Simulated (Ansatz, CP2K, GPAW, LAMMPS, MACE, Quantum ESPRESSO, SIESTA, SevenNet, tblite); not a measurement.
# Running amorphous carbon (64 atoms) with CP2K

Aim: run amorphous carbon (64 atoms) in CP2K and see how near its forces come to a plane-wave reference, and at what cost.

Method: the method is named at each step, in CP2K 2026.2.

### 1. Starting point

The cell holds 64 atoms: 64 C. Its edges and angles: a = 7.590 Å, b = 7.590 Å, c = 7.590 Å, α = 90.0°, β = 90.0°, γ = 90.0°. 64 atoms (64 C) placed at random at 2.92 g/cm³, melted at 6000 K for 10 ps at fixed volume with the Tersoff potential (Tersoff, Phys. Rev. B 39, 5566 (1989)). Quenched from 6000 K to 300 K at 100 K/ps and fixed volume, held 5 ps, then minimised at fixed cell.

The yardstick, on the same geometry:

- method: Kohn-Sham DFT, PBE, SSSP efficiency 1.3.0 pseudopotentials, plane waves (Quantum ESPRESSO 7.5); sssp-pbe-1.3.0-efficiency, cutoffs 45/360 Ry, Γ point
- r.m.s. force component: 1.258 eV/Å
- longest force: 5.077 eV/Å
- pressure: -7.191 GPa
- time: 41 s on 2 MPI ranks of Arm Neoverse V1, shared host
- CPU time: 83 s

### 2. PBE, DZVP-MOLOPT-SR, 450/50 Ry, diagonalisation

Method: Kohn-Sham DFT, PBE, GTH-PBE pseudopotentials, Gaussian and plane waves, DZVP-MOLOPT-SR-GTH, diagonalisation.

Input file input.inp:

```
&GLOBAL
  PROJECT cell
  RUN_TYPE ENERGY_FORCE
  PRINT_LEVEL LOW
&END GLOBAL
&FORCE_EVAL
  METHOD QS
  STRESS_TENSOR ANALYTICAL
  &DFT
    BASIS_SET_FILE_NAME BASIS_MOLOPT
    POTENTIAL_FILE_NAME GTH_POTENTIALS
    &MGRID
      CUTOFF 450
      REL_CUTOFF 50
    &END MGRID
    &QS
      EPS_DEFAULT 1.0E-12
    &END QS
    &SCF
      SCF_GUESS ATOMIC
      EPS_SCF 5.0E-06
      MAX_SCF 200
      ADDED_MOS 28
      &DIAGONALIZATION
        ALGORITHM STANDARD
      &END DIAGONALIZATION
      &SMEAR ON
        METHOD FERMI_DIRAC
        ELECTRONIC_TEMPERATURE [K] 580
      &END SMEAR
      &MIXING
        METHOD BROYDEN_MIXING
        ALPHA 0.15
        NBROYDEN 12
      &END MIXING
      &PRINT
        &RESTART OFF
        &END RESTART
      &END PRINT
    &END SCF
    &XC
      &XC_FUNCTIONAL PBE
      &END XC_FUNCTIONAL
    &END XC
    &PRINT
      &MULLIKEN ON
      &END MULLIKEN
      &HIRSHFELD ON
        SHAPE_FUNCTION DENSITY
      &END HIRSHFELD
      &MO ON
        EIGENVALUES T
        OCCUPATION_NUMBERS T
        MO_INDEX_RANGE 117 140
        &EACH
          QS_SCF 0
        &END EACH
        ADD_LAST NUMERIC
      &END MO
    &END PRINT
  &END DFT
  &SUBSYS
    &CELL
      A 7.59030 0.00000 0.00000
      B 0.00000 7.59030 0.00000
      C 0.00000 0.00000 7.59030
    &END CELL
    &COORD
      SCALED
      C 0.83466 0.91928 0.71452
      C 0.87226 0.18332 0.50226
      C 0.52196 0.75401 0.63807
      C 0.39522 0.23812 0.98117
      C 0.61259 0.65078 0.94456
      C 0.20368 0.46720 0.17574
      C 0.84238 0.67247 0.51879
      C 0.74571 0.09433 0.10113
      C 0.36756 0.24992 0.78106
      C 0.53495 0.35500 0.07354
      C 0.19499 0.51728 0.62127
      C 0.85198 0.03839 0.38158
      C 0.36478 0.76883 0.50936
      C 0.62416 0.63810 0.23547
      C 0.26679 0.12290 0.08360
      C 0.29431 0.88733 0.85153
      C 0.61390 0.94811 0.09812
      C 0.18346 0.70899 0.58267
      C 0.76307 0.49188 0.51217
      C 0.96285 0.80924 0.82223
      C 0.17431 0.07927 0.39456
      C 0.15612 0.20893 0.53203
      C 0.94294 0.86311 0.00789
      C 0.52406 0.12224 0.69611
      C 0.90629 0.37072 0.42912
      C 0.94302 0.73372 0.14776
      C 0.68245 0.93958 0.42172
      C 0.70524 0.27845 0.13765
      C 0.58646 0.84381 0.26729
      C 0.06668 0.78600 0.27919
      C 0.26047 0.78542 0.18020
      C 0.55643 0.08784 0.48866
      C 0.48157 0.90933 0.77890
      C 0.50973 0.55446 0.08290
      C 0.44570 0.38350 0.38552
      C 0.59126 0.84374 0.93287
      C 0.03236 0.70873 0.45652
      C 0.06311 0.18325 0.02199
      C 0.05740 0.50263 0.92300
      C 0.39647 0.81751 0.32228
      C 0.04221 0.17363 0.81766
      C 0.51352 0.54843 0.69558
      C 0.80982 0.59527 0.18034
      C 0.86384 0.40211 0.20365
      C 0.14720 0.81322 0.74705
      C 0.11858 0.39197 0.48444
      C 0.46659 0.19460 0.35679
      C 0.59816 0.51350 0.38859
      C 0.68888 0.43536 0.69683
      C 0.74685 0.55816 0.84369
      C 0.92120 0.04587 0.05701
      C 0.31479 0.60085 0.07899
      C 0.34536 0.46136 0.74738
      C 0.25605 0.43128 0.34994
      C 0.72146 0.82021 0.57541
      C 0.23961 0.55258 0.90021
[... 4 atom lines left out ...]
      C 0.03179 0.37764 0.08749
      C 0.26817 0.93123 0.03505
      C 0.86460 0.13074 0.70983
      C 0.69157 0.23326 0.73773
    &END COORD
    &KIND C
      BASIS_SET DZVP-MOLOPT-SR-GTH-q4
      POTENTIAL GTH-PBE-q4
    &END KIND
  &END SUBSYS
  &PRINT
    &FORCES ON
    &END FORCES
    &STRESS_TENSOR ON
    &END STRESS_TENSOR
  &END PRINT
&END FORCE_EVAL
```

On the command line:

```bash
> OMP_NUM_THREADS=2 cp2k.psmp -i input.inp > output.txt
```

Numbers of over 12 decimals in the logs are rounded to 6 here.

What it wrote:

```text
CP2K| version string:                                       CP2K version 2026.2
 CP2K| Input file name                                                 input.inp
 GLOBAL| Basis set file name                                        BASIS_MOLOPT
 GLOBAL| Potential file name                                      GTH_POTENTIALS
 GLOBAL| Run type                                                   ENERGY_FORCE
 GLOBAL| Total number of message passing processes                             1
 GLOBAL| Number of threads for this process                                    2
 TOTAL NUMBERS AND MAXIMUM NUMBERS
  Total number of            - Atomic kinds:                                   1
                             - Atoms:                                         64
                             - Shell sets:                                    64
                             - Shells:                                       320
                             - Primitive Cartesian functions:                320
                             - Cartesian basis functions:                    896
                             - Spherical basis functions:                    832
  Maximum angular momentum of- Orbital basis functions:                        2
                             - Local part of the GTH pseudopotential:          2
                             - Non-local part of the GTH pseudopotential:      0
 SCF PARAMETERS         Density guess:                                    ATOMIC
                        max_scf:                                             200
                        eps_scf:                                        5.00E-06
                        added MOs                                        28    0
                        Mixing method:                            BROYDEN_MIXING
                                                charge density mixing in g-space
                        Smear method:                                FERMI_DIRAC
                        Electronic temperature [K]:                        580.0
                        Electronic temperature [a.u.]:                  1.84E-03
                        Accuracy threshold:                             1.00E-10
 Extrapolation method: initial_guess
 Number of electrons:                                                        256
 Number of occupied orbitals:                                                128
 Number of molecular orbitals:                                               156
 Number of orbital functions:                                                832
 Number of independent orbital functions:                                    832
 SCF WAVEFUNCTION OPTIMIZATION
  Step     Update method      Time    Convergence         Total energy    Change
     1 NoMix/Diag. 0.15E+00    4.7     0.93629097      -362.6582066321 -3.63E+02
     2 Broy./Diag. 0.15E+00    6.5     0.09134679      -352.3066569251  1.04E+01
     3 Broy./Diag. 0.15E+00    6.5     0.10858779      -356.2084304954 -3.90E+00
     4 Broy./Diag. 0.15E+00    6.5     0.08994448      -360.0566842809 -3.85E+00
[...]
18 Broy./Diag. 0.15E+00    6.6     0.00000507      -362.1447657381 -1.76E-04
    19 Broy./Diag. 0.15E+00    6.6     0.00000377      -362.1448453202 -7.96E-05
  *** SCF run converged in    19 steps ***
  Electronic density on regular grids:       -255.9999999999        0.0000000001
  Core density on regular grids:              255.9999999998       -0.0000000002
  Total charge density on r-space grids:       -0.0000000001
  Total charge density g-space grids:          -0.0000000001
  Overlap energy of the core charge distribution:               2.74901e-06
  Self energy of the core charge distribution:               -853.440507
  Core Hamiltonian energy:                                    264.074182
  Hartree energy:                                             338.418774
  Exchange-correlation energy:                               -111.189182
  Electronic entropic energy:                                  -0.00811398
  Fermi energy:                                                 0.345028
  Total energy:                                              -362.144845
  Total energy (extrapolated to T->0):                       -362.140788
 MO| EIGENVALUES AND OCCUPATION NUMBERS
 MO|
 MO|  Index      Eigenvalue [a.u.]        Eigenvalue [eV]             Occupation
 MO|    117               0.265874               7.234792               2.000000
 MO|    118               0.274819               7.478200               2.000000
 MO|    119               0.282632               7.690805               2.000000
[...]
MO|    139               0.396885              10.799780               0.000000
 MO|    140               0.406974              11.074335               0.000000
 MO| Sum:                                                             256.000000
 MO| E(Fermi):            0.345028 a.u.          9.388676 eV
 !-----------------------------------------------------------------------------!
                     Mulliken Population Analysis
 #  Atom  Element  Kind  Atomic population                           Net charge
       1     C        1          3.939961                              0.060039
       2     C        1          3.955215                              0.044785
       3     C        1          4.027026                             -0.027026
[...]
63     C        1          4.067425                             -0.067425
      64     C        1          3.937032                              0.062968
 # Total charge                            256.000000                  0.000000
 !-----------------------------------------------------------------------------!
 !-----------------------------------------------------------------------------!
                           Hirshfeld Charges
  #Atom  Element  Kind  Ref Charge     Population                    Net charge
      1       C      1       4.000          4.012                        -0.012
      2       C      1       4.000          3.986                         0.014
      3       C      1       4.000          3.983                         0.017
[...]
63       C      1       4.000          3.982                         0.018
     64       C      1       4.000          3.985                         0.015
  Total Charge                                                           -0.000
 !-----------------------------------------------------------------------------!
 ENERGY| Total FORCE_EVAL ( QS ) energy [hartree]           -362.145011
 FORCES| Atomic forces [hartree/bohr]
 FORCES|   Atom     x               y               z               |f|
 FORCES|      1 -2.05887714E-02  1.13893734E-02 -8.03042972E-04   2.35427316E-02
 FORCES|      2  5.06594904E-02  1.80440055E-02  2.28191189E-02   5.84181675E-02
 FORCES|      3 -1.73013956E-02  3.19667056E-03 -2.34021075E-02   2.92782450E-02
[...]
FORCES|     63 -1.75521894E-03 -1.82808810E-02 -3.90037104E-03   1.87745652E-02
 FORCES|     64 -5.42740978E-03 -2.18900052E-02 -3.13532813E-02   3.86219801E-02
 FORCES| Sum     2.99138595E-05 -6.66572303E-05 -2.69187914E-05
 FORCES| Total atomic force                                       7.78629994E-05
 STRESS| Analytical stress tensor [bar]
 STRESS|                        x                   y                   z
 STRESS|      x       -1.25198642548E+05  -3.58566487604E+04  -1.58830594815E+04
 STRESS|      y       -3.58566487604E+04  -7.49986697147E+04  -1.68688025097E+04
 STRESS|      z       -1.58830594815E+04  -1.68688025097E+04   4.71242340353E+03
 STRESS| 1/3 Trace                                            -6.51616296196E+04
```

Elapsed: 2.5 min, on 2 threads of Arm Neoverse V1, shared host; peak memory 1 GiB; 4.8 min of CPU time.

Banners, paths, timers and routine set-up lines are dropped from the logs unmarked, and long logs keep their key lines alone; longer cuts are marked.

Against the reference:

```
r.m.s. force component                  : 1.273 eV/Å
r.m.s. difference of force components   : 25.61 meV/Å
longest difference of force vectors     : 83.66 meV/Å
force difference over r.m.s. force      : 2.036 %
slope of forces against the reference's : 1.012
correlation of force components         : 0.9999
pressure                                : -6.516 GPa
pressure difference                     : 0.6748 GPa
```

The surroundings of C21, whose charge lies farthest from its element's mean, nearest first, numbered as they follow in the input and with coordinates relative to it.

| atom | x | y | z | distance (Å) | bonds | Hirshfeld charge (e) | Fx | Fy | Fz (eV/Å) |
| --- | --- | --- | --- | --- | --- | --- | --- | --- | --- |
| C21 | 0.00 | 0.00 | 0.00 | 0.00 | 3 | -0.04 | -0.45 | 0.21 | -2.04 |
| C57 | 1.03 | 0.28 | -0.90 | 1.40 | 3 | 0.01 | -1.61 | 0.68 | 0.10 |
| C59 | -1.10 | -0.82 | -0.42 | 1.44 | 3 | 0.00 | -0.72 | -0.07 | 1.52 |
| C22 | -0.14 | 0.98 | 1.04 | 1.44 | 3 | -0.01 | -1.88 | -2.52 | 0.55 |
| C47 | 2.22 | 0.88 | -0.29 | 2.40 | 3 | -0.01 | -1.04 | 1.68 | 3.27 |
| C12 | -2.45 | -0.31 | -0.10 | 2.47 | 3 | 0.01 | 1.24 | -2.00 | 0.79 |
| C15 | 0.70 | 0.33 | -2.36 | 2.48 | 4 | -0.01 | 0.15 | -1.12 | -1.17 |
| C46 | -0.42 | 2.37 | 0.68 | 2.51 | 4 | 0.00 | 0.62 | 0.46 | -0.17 |
| C58 | 0.17 | 0.74 | 2.40 | 2.52 | 3 | -0.01 | -3.69 | 1.20 | 3.29 |

Forces lie 2.0 % from the reference's, at 3.5 times its CPU time.

### 3. PBE, SZV-MOLOPT-SR, 450/50 Ry, diagonalisation

Method: Kohn-Sham DFT, PBE, GTH-PBE pseudopotentials, Gaussian and plane waves, SZV-MOLOPT-SR-GTH, diagonalisation.

input.inp, as its differences from that of step 2:

```diff
@@ -67,8 +67,8 @@
     &END CELL
-    &COORD
-      SCALED
-[... 64 atom lines left out: the same atoms as in the first run ...]
-    &END COORD
+    &TOPOLOGY
+      COORD_FILE_NAME structure.xyz
+      COORD_FILE_FORMAT XYZ
+    &END TOPOLOGY
     &KIND C
-      BASIS_SET DZVP-MOLOPT-SR-GTH-q4
+      BASIS_SET SZV-MOLOPT-SR-GTH-q4
       POTENTIAL GTH-PBE-q4
```

Input file structure.xyz:

```xyz
64

C 6.33532 6.97761 5.42342
C 6.62072 1.39145 3.81230
C 3.96183 5.72316 4.84314
C 2.99984 1.80740 7.44737
C 4.64974 4.93962 7.16949
C 1.54599 3.54619 1.33392
C 6.39392 5.10425 3.93777
C 5.66016 0.71599 0.76761
C 2.78989 1.89697 5.92848
C 4.06043 2.69456 0.55819
C 1.48003 3.92631 4.71563
C 6.46678 0.29139 2.89631
C 2.76879 5.83565 3.86620
C 4.73756 4.84337 1.78729
C 2.02502 0.93285 0.63455
C 2.23390 6.73510 6.46337
C 4.65969 7.19644 0.74476
C 1.39252 5.38145 4.42264
C 5.79193 3.73352 3.88752
C 7.30832 6.14237 6.24097
[... 40 atom lines left out ...]
C 0.24130 2.86640 0.66408
C 2.03549 7.06832 0.26604
C 6.56257 0.99236 5.38782
C 5.24922 1.77051 5.59959
```

On the command line:

```bash
> OMP_NUM_THREADS=1 cp2k.psmp -i input.inp > output.txt
```

What it wrote:

```text
CP2K| version string:                                       CP2K version 2026.2
 CP2K| Input file name                                                 input.inp
 GLOBAL| Basis set file name                                        BASIS_MOLOPT
 GLOBAL| Potential file name                                      GTH_POTENTIALS
 GLOBAL| Run type                                                   ENERGY_FORCE
 GLOBAL| Total number of message passing processes                             1
 GLOBAL| Number of threads for this process                                    1
[... lines left out ...]
                        Smear method:                                FERMI_DIRAC
[... lines left out ...]
 Number of electrons:                                                        256
[... lines left out ...]
  Step     Update method      Time    Convergence         Total energy    Change
[... lines left out ...]
  *** SCF run converged in    22 steps ***
[... lines left out ...]
  Fermi energy:                                                 0.384785
  Total energy:                                              -360.464029
  Total energy (extrapolated to T->0):                       -360.460604
[... lines left out ...]
 MO| E(Fermi):            0.384785 a.u.         10.470532 eV
[... lines left out ...]
     64       C      1       4.000          3.996                         0.004
  Total Charge                                                           -0.000
 !-----------------------------------------------------------------------------!
 ENERGY| Total FORCE_EVAL ( QS ) energy [hartree]           -360.464009
 FORCES| Atomic forces [hartree/bohr]
 FORCES|   Atom     x               y               z               |f|
 FORCES|      1 -2.43187362E-02  1.43560148E-02  1.71323936E-03   2.82918942E-02
 FORCES|      2  6.47513110E-02  2.07688462E-02  2.35418511E-02   7.19603779E-02
 FORCES|      3 -1.54411321E-02  3.61332357E-03 -2.34496847E-02   2.83085214E-02
[...]
FORCES|     63 -2.45120678E-03 -2.65210754E-02  4.85243476E-03   2.70725318E-02
 FORCES|     64 -2.36230255E-03 -1.44043094E-02 -3.71297850E-02   3.98959338E-02
 FORCES| Sum    -1.96012034E-05  7.22164670E-06  5.04535475E-05
 FORCES| Total atomic force                                       5.46069575E-05
 STRESS| Analytical stress tensor [bar]
 STRESS|                        x                   y                   z
 STRESS|      x       -7.37144137863E+04  -4.75939997803E+04  -1.65152406373E+04
 STRESS|      y       -4.75939997803E+04   8.93637617876E+03  -1.48087138288E+04
 STRESS|      z       -1.65152406373E+04  -1.48087138288E+04   1.00427315957E+05
 STRESS| 1/3 Trace                                             1.18830927832E+04
```

It took 2.5 min on 1 thread; peak memory 0.95 GiB.

Compared with the plane-wave run:

| Property | Result |
| --- | --- |
| r.m.s. force component | 1.699 eV/Å |
| r.m.s. difference of force components | 522.8 meV/Å |
| longest difference of force vectors | 2066 meV/Å |
| force difference over r.m.s. force | 41.56 % |
| slope of forces against the reference's | 1.326 |
| correlation of force components | 0.9816 |
| pressure | 1.188 GPa |
| pressure difference | 8.379 GPa |

This is a coarse setting, run to see what it loses.

Against the first run (2.0 %), the force difference from the reference is 42 %, at 0.52 times the CPU time (on 1 against 2 cores), with 256 basis functions against 832: the smaller basis costs accuracy.

[end of part 1 of 3]

[Also dropped from logs without a mark: logging warnings of Python, and SIESTA's first energy breakdown and zero terms.]

[Logs are printed without paths, hosts, clocks, repeated set-up lines and the standing remarks that a program may print on its own settings, such as how far it seeks lower states.]

[Hosts, paths, dates, database ids (printed as entryN), source tags and the programs' standing remarks are cut or masked in the printed files.]
